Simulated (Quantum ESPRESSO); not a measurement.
# Voltage at the next charge: Nb(110), 5 layers against an electrode

Method. Quantum ESPRESSO 7.5, PBE, GBRV ultrasoft; ESM with bc3, a metal electrode 5.03 Å above the top atoms; cell area 7.700 Å²; ions fixed. V is the potential energy of an electron at the electrode over the slab's Fermi level, divided by e, so that it equals the work function at zero charge; positive charge removes electrons.

```
charge (e a cell)  V (V)
                0  4.545
           0.0116  5.339
           0.0231  6.143
```

To predict: What is V at a charge of 0.0462 e, and what capacitance do the rows imply?

**Fit.** The last two rows give dV/dq = (6.143 − 5.339)/(0.0231 − 0.0116) = 69.9 V/e, so C = 1602/(7.700 × 69.9) = 2.98 µF/cm², an effective gap of 8.854/2.98 = 2.98 Å. At constant C, V = 6.143 + 69.9 × 0.0231 = 7.76 V.

What the calculation gave: V = 7.797 V; the estimate misses by −0.04 V, 2.4 % of the step. Over the three intervals C goes 3.04, 2.98 and 2.91 µF/cm²: it falls as electrons leave, the surface charge drawing back towards the atoms.

Caveats: Vacuum fills the gap; a dielectric or electrolyte would change C. The slab is thin.

[Logs are printed without paths, hosts, clocks, repeated set-up lines and the standing remarks that a program may print on its own settings, such as how far it seeks lower states.]
